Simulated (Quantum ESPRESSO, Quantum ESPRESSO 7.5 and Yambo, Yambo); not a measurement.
# PtSe2 (1T monolayer): G0W0 with Yambo, start to end

How does a plane-wave GW calculation on PtSe2 (1T monolayer) run from the first input to the gap?

Method: PBE and many-body steps on it, plane waves, in Quantum ESPRESSO 7.5 and Yambo 5.3.0.

**Experimental background.**

- Gap 1.9 ± 0.05 eV: quasiparticle gap from STS, domains aligned with graphene; scanning tunneling spectroscopy; 8.5 K; monolayer (MBE-grown monolayer on epitaxial bilayer graphene, twist angle near 0 deg) on bilayer graphene on SiC(0001) (“Angular dependence of the interlayer coupling at the interface between two dimensional materials 1T-PtSe2 and graphene”, 2023, arxiv:2311.08165).

- Gap 2 ± 0.1 eV: gap of 1 ML on HOPG, earlier report; monolayer on HOPG (quoted in “Atomic-layer controlled THz Spintronic emission from Epitaxially grown Two dimensional PtSe2/ferromagnet heterostructures”, 2023, arxiv:2305.06895).

- Gap 1.95 ± 0.05 eV: quasiparticle gap of 1 ML from STS, average over islands; scanning tunnelling spectroscopy; monolayer (MBE-grown monolayer islands on bilayer graphene) on bilayer graphene on SiC(0001) (“Atomic-layer controlled THz Spintronic emission from Epitaxially grown Two dimensional PtSe2/ferromagnet heterostructures”, 2023, arxiv:2305.06895).

### Step 1. Starting point

The cell holds 3 atoms: 1 Pt and 2 Se. Cell: a = 3.749 Å, b = 3.749 Å, c = 15.000 Å, α = 90.0°, β = 90.0°, γ = 120.0°. Vacuum lies along c.

The structure was relaxed with PBE. The runs that relaxed it are not among those shown. Spin-orbit coupling is left out unless a step names it.

### Step 2. Ground state

This step: Quantum ESPRESSO 7.5; DFT, PBE, plane waves, norm-conserving pseudopotentials.

The ground-state density comes first.

pw.in

```
&control
  calculation = 'scf'
  prefix = 'x'
  outdir = 'o'
  pseudo_dir = 'pseudo'
/
&system
  ibrav = 0
  nat = 3
  ntyp = 2
  ecutwfc = 104.0
  nbnd = 38
  force_symmorphic = .true.
/
&electrons
  conv_thr = 1e-10
  electron_maxstep = 80
  mixing_beta = 0.5
/
ATOMIC_SPECIES
  Pt 195.08 Pt.upf
  Se 78.971 Se.upf
CELL_PARAMETERS angstrom
  3.7489144268 -0.0000000002 0.0000000000
  -1.8744572132 3.2466551303 0.0000000000
  0.0000000000 0.0000000000 15.0000000000
ATOMIC_POSITIONS crystal
  Pt 0.0000000000 0.0000000000 0.5000000000
  Se 0.3333333333 0.6666666667 0.5871293917
  Se 0.6666666667 0.3333333333 0.4128706083
K_POINTS automatic
  9 9 1 0 0 0
```

Run with:

```sh
> OMP_NUM_THREADS=1 mpirun -n 8 pw.x -nk 8 -in pw.in > pw.out
```

The log of the run:

```text
Program PWSCF v.7.5 starts

     This program is part of the open-source Quantum ESPRESSO suite
     for quantum simulation of materials; please cite
         "P. Giannozzi et al., J. Phys.:Condens. Matter 21 395502 (2009);
         "P. Giannozzi et al., J. Phys.:Condens. Matter 29 465901 (2017);
         "P. Giannozzi et al., J. Chem. Phys. 152 154105 (2020);
     in publications or presentations arising from this work. More details at
     Message from routine setup:
     using ibrav=0 with symmetry is DISCOURAGED, use correct ibrav instead

     G-vector sticks info

     bravais-lattice index     =            0
     lattice parameter (alat)  =       7.0844  a.u.
     unit-cell volume          =    1232.0534 (a.u.)^3
     number of atoms/cell      =            3
     number of atomic types    =            2
     number of electrons       =        66.00
     number of Kohn-Sham states=           38
     kinetic-energy cutoff     =     104.0000  Ry
     charge density cutoff     =     416.0000  Ry
     scf convergence threshold =      1.0E-10
     mixing beta               =       0.5000
     number of iterations used =            8  plain     mixing
     Exchange-correlation= PBE
                           (   1   4   3   4   0   0   0)

     celldm(1)=   7.084422  celldm(2)=   0.000000  celldm(3)=   0.000000
     celldm(4)=   0.000000  celldm(5)=   0.000000  celldm(6)=   0.000000

     crystal axes: (cart. coord. in units of alat)
               a(1) = (   1.000000  -0.000000   0.000000 )
               a(2) = (  -0.500000   0.866025   0.000000 )
               a(3) = (   0.000000   0.000000   4.001158 )

     reciprocal axes: (cart. coord. in units 2 pi/alat)
               b(1) = (  1.000000  0.577350 -0.000000 )
               b(2) = (  0.000000  1.154701 -0.000000 )
               b(3) = ( -0.000000 -0.000000  0.249928 )
     Pseudo is Norm-conserving + core correction, Zval = 18.0
     Generated using ONCVPSP code by D. R. Hamann
     Using radial grid of 1374 points,  8 beta functions with:
     Pseudo is Norm-conserving + core correction, Zval = 24.0
     Generated using ONCVPSP code by D. R. Hamann
     Using radial grid of 1214 points,  6 beta functions with:
     Pt               18.00   195.08000     Pt( 1.00)
     Se               24.00    78.97100     Se( 1.00)

     12 Sym. Ops., with inversion, found

   Cartesian axes

     site n.     atom                  positions (alat units)
         1        Pt     tau(   1) = (   0.0000000   0.0000000   2.0005791  )
         2        Se     tau(   2) = (  -0.0000000   0.5773503   2.3491976  )
         3        Se     tau(   3) = (   0.5000000   0.2886751   1.6519607  )

     number of k points=    12
                       cart. coord. in units 2pi/alat
        k(    1) = (   0.0000000   0.0000000   0.0000000), wk =   0.0246914
        k(    2) = (   0.0000000   0.1283001   0.0000000), wk =   0.1481481
        k(    3) = (   0.0000000   0.2566001   0.0000000), wk =   0.1481481
        k(    4) = (   0.0000000   0.3849002   0.0000000), wk =   0.1481481
        k(    5) = (   0.0000000   0.5132002   0.0000000), wk =   0.1481481
        k(    6) = (   0.1111111   0.1924501   0.0000000), wk =   0.1481481
        k(    7) = (   0.1111111   0.3207501   0.0000000), wk =   0.2962963
        k(    8) = (   0.1111111   0.4490502   0.0000000), wk =   0.2962963
        k(    9) = (   0.1111111   0.5773503   0.0000000), wk =   0.1481481
        k(   10) = (   0.2222222   0.3849002   0.0000000), wk =   0.1481481
        k(   11) = (   0.2222222   0.5132002   0.0000000), wk =   0.2962963
        k(   12) = (   0.3333333   0.5773503   0.0000000), wk =   0.0493827

     Dense  grid:   176153 G-vectors     FFT dimensions: (  45,  45, 192)

     Initial potential from superposition of free atoms

     starting charge      65.9997, renormalised to      66.0000
     Starting wfcs are   36 randomized atomic wfcs +    2 random wfcs

     per-process dynamical memory:   133.6 Mb

     Self-consistent Calculation

     iteration #  1     ecut=   104.00 Ry     beta= 0.50

     Threshold (ethr) on eigenvalues was too large:
     Diagonalizing with lowered threshold

     total energy              =   -1614.18136200 Ry
     estimated scf accuracy    <       0.31961043 Ry

     iteration #  2     ecut=   104.00 Ry     beta= 0.50

     total energy              =   -1614.23510693 Ry
     estimated scf accuracy    <       0.57654159 Ry

     iteration #  3     ecut=   104.00 Ry     beta= 0.50

     total energy              =   -1614.32206733 Ry
     estimated scf accuracy    <       0.00488636 Ry

     iteration #  4     ecut=   104.00 Ry     beta= 0.50

     total energy              =   -1614.32232749 Ry
     estimated scf accuracy    <       0.00096382 Ry

     iteration #  5     ecut=   104.00 Ry     beta= 0.50

     total energy              =   -1614.32238873 Ry
     estimated scf accuracy    <       0.00001731 Ry

     iteration #  6     ecut=   104.00 Ry     beta= 0.50

     total energy              =   -1614.32239353 Ry
     estimated scf accuracy    <       0.00000353 Ry

     iteration #  7     ecut=   104.00 Ry     beta= 0.50

     total energy              =   -1614.32239447 Ry
     estimated scf accuracy    <       0.00000057 Ry

     iteration #  8     ecut=   104.00 Ry     beta= 0.50

     total energy              =   -1614.32239449 Ry
     estimated scf accuracy    <       0.00000007 Ry

     iteration #  9     ecut=   104.00 Ry     beta= 0.50

     total energy              =   -1614.32239451 Ry
     estimated scf accuracy    <          8.6E-09 Ry

     iteration # 10     ecut=   104.00 Ry     beta= 0.50

     End of self-consistent calculation

          k = 0.0000 0.0000 0.0000 ( 22077 PWs)   bands (ev):

  -207.1182-207.1182-146.6053-146.6053-146.6053-146.6053-146.5597-146.5597
   -97.9264 -52.0750 -52.0750 -52.0007 -46.7795 -46.7795 -46.7780 -46.7780
   -46.7380 -46.7380 -46.7353 -46.7353 -46.7225 -46.7222 -13.3238 -11.5553
    -4.4193  -4.4193  -4.3805  -2.1757  -2.1757  -0.6014   0.0320   0.5741
     0.5741   3.5310   3.5310   4.9211   5.8587   6.0641

          k = 0.0000 0.1283 0.0000 ( 22126 PWs)   bands (ev):

  -207.1182-207.1182-146.6053-146.6053-146.6053-146.6053-146.5597-146.5597
   -97.9264 -52.0760 -52.0753 -52.0007 -46.7794 -46.7794 -46.7782 -46.7780
   -46.7379 -46.7378 -46.7356 -46.7353 -46.7225 -46.7222 -13.1961 -11.5661
    -4.4342  -4.3416  -4.2545  -2.3691  -2.2672  -1.0149   0.2458   0.5133
     0.5684   2.7726   3.3537   5.2764   6.0723   6.4151

          k = 0.0000 0.2566 0.0000 ( 22118 PWs)   bands (ev):

  -207.1182-207.1182-146.6053-146.6053-146.6053-146.6053-146.5597-146.5597
   -97.9264 -52.0786 -52.0760 -52.0005 -46.7792 -46.7790 -46.7787 -46.7781
   -46.7376 -46.7372 -46.7363 -46.7355 -46.7224 -46.7221 -12.8434 -11.5974
    -4.4250  -4.1566  -3.9513  -3.0405  -2.3970  -1.5088   0.2006   0.3442
     0.4575   1.9660   3.1482   5.9326   6.3069   6.6841

          k = 0.0000 0.3849 0.0000 ( 22120 PWs)   bands (ev):

     [... further k-points ...]

     highest occupied, lowest unoccupied level (ev):     0.5741    1.9660

!    total energy              =   -1614.32239451 Ry
     estimated scf accuracy    <          4.2E-11 Ry

     The total energy is the sum of the following terms:
     one-electron contribution =   -4371.21976129 Ry
     hartree contribution      =    2118.66357646 Ry
     xc contribution           =    -162.83944494 Ry
     ewald contribution        =     801.07323525 Ry

     convergence has been achieved in  10 iterations

     XML data file, charge density, pseudopotentials, collected wavefunctions

=------------------------------------------------------------------------------=
   JOB DONE.
=------------------------------------------------------------------------------=
```

It took 37 s on 8 MPI ranks of Arm Neoverse V1, shared host; peak memory 1.6 GiB; 4.9 min of CPU time.

Numbers from this step:

- total energy: -21963.9751 eV
- gap: 1.392 eV
- k of the valence top: 0, 0, 0
- k of the conduction bottom: 0, 0.2222, 0
- least direct gap: 1.508 eV

The gap is indirect, with the least direct gap 0.12 eV higher.

### Step 3. Bands along the symmetry lines

The cheap functional maps the bands first; the places of the edges decide which points the dearer methods must see.

pw.in

```
&control
  calculation = 'bands'
  prefix = 'x'
  outdir = 'o'
  pseudo_dir = 'pseudo'
/
&system
  ibrav = 0
  nat = 3
  ntyp = 2
  ecutwfc = 104.0
  nbnd = 39
  force_symmorphic = .true.
/
&electrons
  conv_thr = 1e-9
  electron_maxstep = 80
  diago_full_acc = .true.
  diago_thr_init = 5e-6
/
ATOMIC_SPECIES
  Pt 195.08 Pt.upf
  Se 78.971 Se.upf
CELL_PARAMETERS angstrom
  3.7489144268 -0.0000000002 0.0000000000
  -1.8744572132 3.2466551303 0.0000000000
  0.0000000000 0.0000000000 15.0000000000
ATOMIC_POSITIONS crystal
  Pt 0.0000000000 0.0000000000 0.5000000000
  Se 0.3333333333 0.6666666667 0.5871293917
  Se 0.6666666667 0.3333333333 0.4128706083
K_POINTS crystal
  25
  0.00000000 0.00000000 0.00000000 1
  0.06250000 0.00000000 0.00000000 1
  0.12500000 0.00000000 0.00000000 1
  0.18750000 0.00000000 0.00000000 1
  0.25000000 0.00000000 0.00000000 1
  0.31250000 0.00000000 0.00000000 1
  0.37500000 0.00000000 0.00000000 1
  0.43750000 0.00000000 0.00000000 1
  0.50000000 0.00000000 0.00000000 1
  0.47916667 0.04166667 0.00000000 1
  0.45833333 0.08333333 0.00000000 1
  0.43750000 0.12500000 0.00000000 1
  0.41666666 0.16666666 0.00000000 1
  0.39583333 0.20833333 0.00000000 1
  0.37500000 0.25000000 0.00000000 1
  0.35416666 0.29166666 0.00000000 1
  0.33333333 0.33333333 0.00000000 1
  0.29166666 0.29166666 0.00000000 1
  0.25000000 0.25000000 0.00000000 1
  0.20833333 0.20833333 0.00000000 1
  0.16666666 0.16666666 0.00000000 1
  0.12500000 0.12500000 0.00000000 1
  0.08333333 0.08333333 0.00000000 1
  0.04166667 0.04166667 0.00000000 1
  0.00000000 0.00000000 0.00000000 1
```

The log of the run:

```text
[banner, memory and clock lines left out]
Program PWSCF v.7.5 starts

     Atomic positions and unit cell read from directory:
     o/x.save/

     Message from routine setup:
     using ibrav=0 with symmetry is DISCOURAGED, use correct ibrav instead

     G-vector sticks info

     bravais-lattice index     =            0
     lattice parameter (alat)  =       7.0844  a.u.
     unit-cell volume          =    1232.0534 (a.u.)^3
     number of atoms/cell      =            3
     number of atomic types    =            2
     number of electrons       =        66.00
     number of Kohn-Sham states=           39
     kinetic-energy cutoff     =     104.0000  Ry
     charge density cutoff     =     416.0000  Ry
     Exchange-correlation= PBE
                           (   1   4   3   4   0   0   0)

     celldm(1)=   7.084422  celldm(2)=   0.000000  celldm(3)=   0.000000
     celldm(4)=   0.000000  celldm(5)=   0.000000  celldm(6)=   0.000000

     crystal axes: (cart. coord. in units of alat)
               a(1) = (   1.000000  -0.000000   0.000000 )
               a(2) = (  -0.500000   0.866025   0.000000 )
               a(3) = (   0.000000   0.000000   4.001158 )

     reciprocal axes: (cart. coord. in units 2 pi/alat)
               b(1) = (  1.000000  0.577350 -0.000000 )
               b(2) = (  0.000000  1.154701 -0.000000 )
               b(3) = ( -0.000000 -0.000000  0.249928 )
     Pseudo is Norm-conserving + core correction, Zval = 18.0
     Generated using ONCVPSP code by D. R. Hamann
     Using radial grid of 1374 points,  8 beta functions with:
     Pseudo is Norm-conserving + core correction, Zval = 24.0
     Generated using ONCVPSP code by D. R. Hamann
     Using radial grid of 1214 points,  6 beta functions with:
     Pt               18.00   195.08000     Pt( 1.00)
     Se               24.00    78.97100     Se( 1.00)

     12 Sym. Ops., with inversion, found

   Cartesian axes

     site n.     atom                  positions (alat units)
         1        Pt     tau(   1) = (   0.0000000   0.0000000   2.0005791  )
         2        Se     tau(   2) = (  -0.0000000   0.5773503   2.3491976  )
         3        Se     tau(   3) = (   0.5000000   0.2886751   1.6519607  )

     number of k points=    25
                       cart. coord. in units 2pi/alat
        k(    1) = (   0.0000000   0.0000000   0.0000000), wk =   0.0800000
        k(    2) = (   0.0625000   0.0360844   0.0000000), wk =   0.0800000
        k(    3) = (   0.1250000   0.0721688   0.0000000), wk =   0.0800000
[...]
[... 13 further rows ...]
        k(   24) = (   0.0416667   0.0721688   0.0000000), wk =   0.0800000
        k(   25) = (   0.0000000   0.0000000   0.0000000), wk =   0.0800000

     Dense  grid:   176153 G-vectors     FFT dimensions: (  45,  45, 192)

     The potential is recalculated from file :
     o/x.save/charge-density

     Starting wfcs are   36 randomized atomic wfcs +    3 random wfcs

     Band Structure Calculation

     End of band structure calculation

          k = 0.0000 0.0000 0.0000 ( 22077 PWs)   bands (ev):

  -207.1183-207.1183-146.6054-146.6054-146.6054-146.6054-146.5598-146.5597
   -97.9264 -52.0749 -52.0749 -52.0007 -46.7796 -46.7796 -46.7781 -46.7781
   -46.7381 -46.7381 -46.7353 -46.7353 -46.7226 -46.7222 -13.3238 -11.5553
    -4.4193  -4.4193  -4.3805  -2.1757  -2.1757  -0.6013   0.0320   0.5741
     0.5741   3.5311   3.5311   4.9211   5.8585   6.0642   6.2144

          k = 0.0625 0.0361 0.0000 ( 22130 PWs)   bands (ev):

  -207.1183-207.1183-146.6054-146.6054-146.6054-146.6054-146.5598-146.5597
[...]
0.5776   3.2384   3.4661   5.0488   5.9436   6.1779   6.4723

          k = 0.1250 0.0722 0.0000 ( 22132 PWs)   bands (ev):

  -207.1183-207.1183-146.6054-146.6054-146.6054-146.6054-146.5598-146.5597
[...]
0.5594   2.6308   3.3189   5.3519   6.1168   6.5010   6.9333

[...]
k = 0.0417 0.0722 0.0000 ( 22139 PWs)   bands (ev):

  -207.1183-207.1183-146.6054-146.6054-146.6054-146.6054-146.5598-146.5597
[...]
0.5778   3.1646   3.4346   5.0883   5.9660   6.2156   6.5519

          k = 0.0000 0.0000 0.0000 ( 22077 PWs)   bands (ev):

  -207.1183-207.1183-146.6054-146.6054-146.6054-146.6054-146.5598-146.5597
[...]
-46.7381 -46.7381 -46.7353 -46.7353 -46.7226 -46.7222 -13.3238 -11.5553
    -4.4193  -4.4193  -4.3805  -2.1757  -2.1757  -0.6013   0.0320   0.5741
     0.5741   3.5311   3.5311   4.9211   5.8585   6.0641   6.2144

     XML data file, pseudopotentials, collected wavefunctions
```

Elapsed: 18 s, on 8 MPI ranks; peak memory 1.5 GiB.

Numbers from this step:

- gap: 1.404 eV
- k of the valence top: 0.0417, 0.0417, 0
- k of the conduction bottom: 0.25, 0, 0
- least direct gap: 1.584 eV

The gap is 1.404 eV, +0.012 eV from the run before at this level.

The electronic bands at the labelled points (eV, zero at the top of the highest filled band):

| point | band 30 | band 31 | band 32 | band 33 | band 34 | band 35 | band 36 | band 37 |
| --- | --- | --- | --- | --- | --- | --- | --- | --- |
| Γ | -1.18 | -0.55 | 0.00 | 0.00 | 2.95 | 2.95 | 4.34 | 5.28 |
| halfway | -2.15 | -0.56 | -0.35 | -0.18 | 1.40 | 2.56 | 5.44 | 5.67 |
| M | -2.22 | -1.90 | -1.79 | -1.34 | 2.39 | 2.71 | 4.72 | 6.22 |
| halfway | -2.28 | -2.21 | -1.16 | -0.93 | 1.97 | 2.24 | 5.47 | 7.29 |
| K | -2.44 | -2.15 | -0.93 | -0.93 | 1.82 | 1.82 | 6.10 | 8.15 |
| halfway | -2.18 | -0.83 | -0.67 | -0.01 | 1.79 | 1.84 | 5.87 | 6.22 |
| Γ | -1.18 | -0.55 | 0.00 | 0.00 | 2.95 | 2.95 | 4.34 | 5.28 |

[end of part 1 of 3]

[Paths, hosts, dates, memory and timing lines, banners, echoed tables and standing remarks are left out of the program output.]

[Logs are printed without paths, hosts, clocks, repeated set-up lines and the standing remarks that a program may print on its own settings, such as how far it seeks lower states.]

[Runs of the session that timed out or met a known fault of the program may be left out.]

[Hosts, paths, dates, database ids (printed as entryN), source tags and the programs' standing remarks are cut or masked in the printed files.]
